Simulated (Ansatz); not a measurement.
# ScAlSe3 (model cell, started as cubic perovskite with Al in the octahedra): a soft mode frozen in, part 3 of 3

Which phase does ScAlSe3 (model cell, started as cubic perovskite with Al in the octahedra) fall into along its unstable mode, and how much energy does it gain?

Ansatz 0.2.0; DFT PBE, scalar-relativistic, plane waves, PAW; PAW set soft_1.

So far. Step 4 (The mode frozen in, largest atomic shift 0.6 Å): The run ends at a pressure of 2.63 GPa, with forces up to 1.2 eV/Å. Step 5 (Energy along the mode, all amplitudes (two of the runs …): The lowest of the steps tried is the last one, at 0.6 Å, 155 meV/atom below the parent; the bottom of the well need not coincide with a step.

The structure was built from a prototype and need not be the compound's stable phase.

### Step 7. The new phase in its own primitive cell

The relaxed structure is symmetrised, reduced to its primitive cell and relaxed tightly, as its phonons need.

Input file input.yaml:

```yaml
crystal:
  lattice:
    - [-3.5906242055, 4.9950631144, 3.6768583835]
    - [3.5906242055, -4.9950631144, 3.6768583835]
    - [3.5906242055, 4.9950631144, -3.6768583835]
  atoms:
    - { symbol: Sc, position: [0.5118977624, 0.7618977624, 0.75] }
    - { symbol: Sc, position: [0.4881022376, 0.2381022376, 0.25] }
    - { symbol: Al, position: [0.5, 0.5, 0.0] }
    - { symbol: Al, position: [0.0, 0.5, 0.5] }
    - { symbol: Se, position: [0.3026037475, 0.0, 0.8026037475] }
    - { symbol: Se, position: [0.6973962525, 0.0, 0.1973962525] }
    - { symbol: Se, position: [0.6973962525, 0.5, 0.6973962525] }
    - { symbol: Se, position: [0.3026037475, 0.5, 0.3026037475] }
    - { symbol: Se, position: [0.8412565412, 0.5912565412, 0.25] }
    - { symbol: Se, position: [0.1587434588, 0.4087434588, 0.75] }
kpoints:
  mp_grid: { grid: [8, 8, 8] }
hamiltonian:
  xc: pbe
  pseudopotentials: { kind: paw, azcp: { folder: soft_1 } }
scf:
  occupations: { method: methfessel_paxton, width: 0.2 }
output:
  forces: true
  stress: true
  eigenvalues: true
relax:
  adjacent_minimum: "off"
  f_tol: 0.001
  max_steps: 60
  cell: { stress_tol: 0.01 }
```

Command:

```sh
$ ansatz run input.yaml --threads 4 --pin off --max-ram 16384MiB --backend cpu --events-out ev --progress --plain --runs-dir out
```

Numbers of over 12 decimals in the logs are rounded to 6 here.

What it wrote:

```text
[...]
Crystal: 10 atoms, lattice volume = 263.784 Å³
Basis set: ecut = 420 eV, 5121 PW (Γ), exchange–correlation on 96×96×96 points (8 copies of the dense FFT grid, shifted against one another)
Bands: 75, of which v1, the nominal top of the filled ones, is band 62 counted from 1 (61 counted from 0)
Symmetry: 8 space group operations
[...]
k-points: 95 of 512
[...]
- { symbol: Al, position: [0.5, 0.5, 0] }
    - { symbol: Al, position: [0, 0.5, 0.5] }
    - { symbol: Se, position: [0.302610, -2.7755575615628914e-17, 0.802610] }
    - { symbol: Se, position: [0.697390, 0.0, 0.197390] }
    - { symbol: Se, position: [0.697390, 0.5, 0.697390] }
    - { symbol: Se, position: [0.302610, 0.5, 0.302610] }
    - { symbol: Se, position: [0.841152, 0.591152, 0.250000] }
    - { symbol: Se, position: [0.158848, 0.408848, 0.75] }
[key lines of the parts left out:]
SCF converged after 8 iterations
Free energy (F): -38170.852709 eV
Fermi energy:    6.012716 eV
P = ⅓ Tr σ = 0.0004 GPa (0.004 kbar)
```

Wall time 86 s (4 threads of Arm Neoverse V2, shared host); peak memory 1.7 GiB.

Little changed from the start: no atom moved by 0.005 Å and no cell edge by 0.1 %.

Numbers from this step:

```yaml
pressure: 4.34e-4 GPa
volume_per_atom: 26.39 Å³
```

The largest force component left is 0.44 meV/Å and the pressure is 0.000 GPa, within the tolerances set. The cell now holds 26.39 Å³/atom.

### Step 8. Modes of the new phase

A relaxed structure may still be a saddle point, so its zone-centre modes are computed. No field response is asked, since the mesh shows no gap.

Input file input.yaml:

```yaml
crystal:
  lattice:
    - [-3.5907425524, 4.9953104871, 3.6782049236]
    - [3.5907425524, -4.9953104871, 3.6782049236]
    - [3.5907425524, 4.9953104871, -3.6782049236]
  atoms:
    - { symbol: Sc, position: [0.5118449016, 0.7618449016, 0.75] }
    - { symbol: Sc, position: [0.4881550984, 0.2381550984, 0.25] }
    - { symbol: Al, position: [0.5, 0.5, 0.0] }
    - { symbol: Al, position: [0.0, 0.5, 0.5] }
    - { symbol: Se, position: [0.3026095398, 0.0, 0.8026095398] }
    - { symbol: Se, position: [0.6973904602, 0.0, 0.1973904602] }
    - { symbol: Se, position: [0.6973904602, 0.5, 0.6973904602] }
    - { symbol: Se, position: [0.3026095398, 0.5, 0.3026095398] }
    - { symbol: Se, position: [0.8411524924, 0.5911524924, 0.25] }
    - { symbol: Se, position: [0.1588475076, 0.4088475076, 0.75] }
kpoints:
  mp_grid: { grid: [8, 8, 8] }
hamiltonian:
  xc: pbe
  pseudopotentials: { kind: paw, azcp: { folder: soft_1 } }
scf:
  occupations: { method: methfessel_paxton, width: 0.2 }
output:
  eigenvalues: true
phonons:
  method: dfpt
```

What it wrote:

```text
Engine: ansatz 0.2.0, aarch64-unknown-linux-gnu
Pseudopotentials: kind: paw
Pseudopotential: Sc, paw, valence charge 11, recommended cutoff 420 eV (normal), soft_1/Sc.paw.azcp
Pseudopotential: Al, paw, valence charge 3, recommended cutoff 420 eV (normal), soft_1/Al.paw.azcp
Pseudopotential: Se, paw, valence charge 16, recommended cutoff 420 eV (normal), soft_1/Se.paw.azcp
Functional definition: PBE
  parameter kappa = 0.804
  parameter beta = 0.066725
  exchange = pbe_x(kappa = kappa, mu = beta*pi^2/3)
  correlation = pbe_c(beta = beta)
Crystal: 10 atoms, lattice volume = 263.902 Å³
Basis set: ecut = 420 eV, 5121 PW (Γ), exchange–correlation on 96×96×96 points (8 copies of the dense FFT grid, shifted against one another)
Bands: 75, of which v1, the nominal top of the filled ones, is band 62 counted from 1 (61 counted from 0)
Symmetry: 8 space group operations
k-points: 260 of 512 (irreducible under 1 space group operation, time reversal used)
Non-local potential: Sc, projectors of the file, l = 0: 3, l = 1: 2, l = 2: 3, l = 3: 1
Non-local potential: Al, projectors of the file, l = 0: 2, l = 1: 2, l = 2: 1
Non-local potential: Se, projectors of the file, l = 0: 2, l = 1: 2, l = 2: 3, l = 3: 1
PAW form: soft (Blöchl's): semilocal exchange-correlation on the pseudo side does not see the compensation charge
PAW one-centre angular grid: Sc, 590 points (default); XC on 64 Gauss nodes
PAW one-centre angular grid: Al, 110 points (default); XC on 64 Gauss nodes
PAW one-centre angular grid: Se, 590 points (default); XC on 64 Gauss nodes
Initial density: superposition of atomic densities (chi_scale 0.1, normalization cell, long waves kept (reshape's long-wave potential 0.04 eV rms))
Initial wavefunctions: pseudopotential atomic-orbital guess
Functional: x = pbe(κ = 0.804, μ = 0.219515), c = pbe(β = 0.066725)
SCF iter   1: F=—  HF=-38179.927393 eV  |F-HF|=—  |Δ(HF+E_count)|=         —  Δρ=1.32e-1  dr2=1.33e2  ethr=3.10e-3  ⟨swp⟩=6.5  Hψ=73408  notcnv=0
preconditioner: auto → LDOS  [metal: Δε(μ)=0.007 eV  Ē_g=6.534 eV  σ=0.200 eV  W_gap=0.03  n_scr=58 (ndim 8)  ℏωp=15.8 eV  f_vac=0.098  D(μ)=5.94/eV (n_scr^D=26)  β→1.0]
SCF iter   2: F=—  HF=-38175.761583 eV  |F-HF|=—  |Δ(HF+E_count)|=    4.17e0  S|Δr|=    0.00e0  Δρ=6.74e-2  dr2=2.22e1  ethr=3.10e-3  ⟨swp⟩=4.1  Hψ=50223  notcnv=0  defer=583
preconditioner: auto → Kerker (q_TF=auto, 2.406 Å⁻¹)  [metal: Δε(μ)=0.049 eV  Ē_g=8.530 eV  σ=0.200 eV  W_gap=0.21  n_scr=58 (ndim 8)  ℏωp=15.8 eV  f_vac=0.147  D(μ)=0.20/eV (n_scr^D=0)  β→0.5]
SCF iter   3: F=—  HF=-38171.941403 eV  |F-HF|=—  |Δ(HF+E_count)|=    3.82e0  S|Δr|=    0.00e0  Δρ=3.22e-2  dr2=5.85e0  ethr=3.10e-3  ⟨swp⟩=3.6  Hψ=45947  notcnv=0  defer=891
SCF iter   4: F=—  HF=-38171.060499 eV  |F-HF|=—  |Δ(HF+E_count)|=   8.81e-1  S|Δr|=    0.00e0  Δρ=1.58e-2  dr2=1.20e0  ethr=3.10e-3  ⟨swp⟩=2.8  Hψ=27478  notcnv=0  defer=1477
SCF iter   5: F=—  HF=-38170.859238 eV  |F-HF|=—  |Δ(HF+E_count)|=   2.01e-1  S|Δr|=    0.00e0  Δρ=5.63e-3  dr2=1.61e-1  ethr=9.68e-4  ⟨swp⟩=3.0  Hψ=36860  notcnv=0  defer=1443
SCF iter   6: F=—  HF=-38170.850549 eV  |F-HF|=—  |Δ(HF+E_count)|=   8.69e-3  S|Δr|=    0.00e0  Δρ=2.63e-3  dr2=4.04e-2  ethr=1.30e-4  ⟨swp⟩=2.0  Hψ=22787  notcnv=0  defer=1357
SCF iter   7: F=—  HF=-38170.850466 eV  |F-HF|=—  |Δ(HF+E_count)|=   8.29e-5  S|Δr|=    0.00e0  Δρ=1.01e-3  dr2=6.49e-3  ethr=3.26e-5  ⟨swp⟩=2.1  Hψ=29009  notcnv=0  defer=1321
SCF iter   8: F=—  HF=-38170.851852 eV  |F-HF|=—  |Δ(HF+E_count)|=   1.39e-3  S|Δr|=    0.00e0  Δρ=4.22e-4  dr2=1.63e-3  ethr=5.23e-6  ⟨swp⟩=2.0  Hψ=33788  notcnv=0  defer=1321
SCF iter   9: F=—  HF=-38170.852733 eV  |F-HF|=—  |Δ(HF+E_count)|=   8.80e-4  S|Δr|=    0.00e0  Δρ=3.65e-4  dr2=8.50e-4  ethr=1.31e-6  ⟨swp⟩=3.0  Hψ=36067  notcnv=0  defer=1293
[...]
SCF iter  15: F=—  HF=-38170.852709 eV  |F-HF|=—  |Δ(HF+E_count)|=   9.82e-9  S|Δr|=    0.00e0  Δρ=7.99e-7  dr2=2.76e-9  ethr=9.45e-12  ⟨swp⟩=2.0  Hψ=33798  notcnv=0  defer=1301
SCF iter  16: F=—  HF=-38170.852709 eV  |F-HF|=—  |Δ(HF+E_count)|=  3.13e-10  S|Δr|=    0.00e0  Δρ=3.98e-7  dr2=6.45e-10  ethr=2.22e-12  ⟨swp⟩=2.0  Hψ=33795  notcnv=0  defer=1301
SCF iter  17: F=—  HF=-38170.852709 eV  |F-HF|=—  |Δ(HF+E_count)|=  9.39e-10  S|Δr|=    0.00e0  Δρ=1.79e-7  dr2=1.15e-10  ethr=1.00e-12  ⟨swp⟩=2.0  Hψ=24954  notcnv=0  defer=1301
SCF iter  18: F=—  HF=-38170.852709 eV  |F-HF|=—  |Δ(HF+E_count)|=  1.82e-10  S|Δr|=    0.00e0  Δρ=8.92e-8  dr2=2.85e-11  ethr=1.00e-12  ⟨swp⟩=2.0  Hψ=19746  notcnv=0  defer=1301
SCF iter  19: F=-38170.852709 eV  HF=-38170.852709 eV  |F-HF|=1.46e-11  |Δ(HF+E_count)|=  3.64e-11  S|Δr|=    0.00e0  Δρ=3.31e-8  dr2=5.39e-12  ethr=1.00e-12  ⟨swp⟩=13.5  Hψ=103393  notcnv=0
SCF 1 converged in 19 iterations: F = -38170.852709 eV  dr2 = 5.39e-12
[...]
DFPT response loops at Γ: preconditioner auto → none (partly filled bands, converged f_vac=0.156); β = 0.50; Broyden in place of MSR1
the response loops of the zone centre start from zero, take more passes and end by a threshold: the memory limit or budget leaves too little room for the subspace of the ground state's own states beside the solves, or none could be made (phonons.method)
```

The job ended after 19 min (4 threads; peak memory 11 GiB).

The run was cut off at the time limit after its SCF cycle had converged; no result of it is taken.

The program's message: “Warning:”

### Step 9. The phases reached

The phases reached along the modes that were followed are set side by side.

Energies are those of the first relaxation, on the mesh of the frozen mode; space group, volume and gap are those of the last relaxation. Phases, by row:

```csv
mode frozen in,space group,energy from parent (meV/atom),volume (Å³/atom),gap on mesh (eV),lowest zone-centre optical mode (cm⁻¹),largest shift (Å)
parent,Pm-3m,0,22.98,0,–,–
"q = (0, 0, 0), 187i cm⁻¹",P4mm,-450.4,26.05,0,-63.6,1.032
"q = (0, 0, 0), 187i cm⁻¹",R3m,-289.4,26.61,0,-79.9,1.15
"q = (0, 0, 0), 187i cm⁻¹",Amm2,-669.4,31.12,1.448,-22.4,1.395
"q = (-0.5, -0.5, -0.5), 183i cm⁻¹",I4/mmm,-274.6,25.61,0,-130.1,1.031
"q = (-0.5, -0.5, -0.5), 183i cm⁻¹",R-3m,-289.8,26.59,0.056,-147.9,1.404
"q = (-0.5, -0.5, -0.5), 183i cm⁻¹",Imma,-500.9,26.39,0,–,1.751
```

### Step 10. What came out

```yaml
unstable_mode_of_the_parent: q = (-0.5, -0.5, -0.5), 183i cm⁻¹
depth_at_the_lowest_point_sampled: 155 meV/atom
largest_atomic_shift_at_that_point: 0.6 Å
space_group_reached_within_0p01_a: Imma
energy_gained_over_the_parent_first_relaxation_on_the_mesh_of_the_frozen_mode: 501 meV/atom
volume_per_atom_phase_reached: 26.4 Å³
```

Along this mode the structure falls into Imma, 501 meV/atom below the parent. At the parent's cell the well is 155.3 meV/atom deep on the steps tried, with its lowest point at a shift of 0.6 Å. That is the last step tried, so the steps alone don't bracket the bottom of the well. Relaxing atoms and cell changes the gain by +345.59 meV/atom against the lowest step (energies at zero smearing). Most of the total comes from this relaxation. The modes of the phase reached were not computed on this path. Of the 6 patterns followed to their end from this parent, this one ends 169 meV/atom above the lowest, Amm2. Each path keeps the symmetry of its pattern, so a lower phase may lie along a pattern not tried. With no gap, or one that is small against the smearing, the frequencies hang on the k mesh and the smearing, most of all near Kohn anomalies. The starting cell was built on a prototype and not taken from a measurement, so the phase need not exist.

[Logs are printed without paths, hosts, clocks, repeated set-up lines and the standing remarks that a program may print on its own settings, such as how far it seeks lower states.]

[Hosts, paths, dates, database ids (printed as entryN), source tags and the programs' standing remarks are cut or masked in the printed files.]
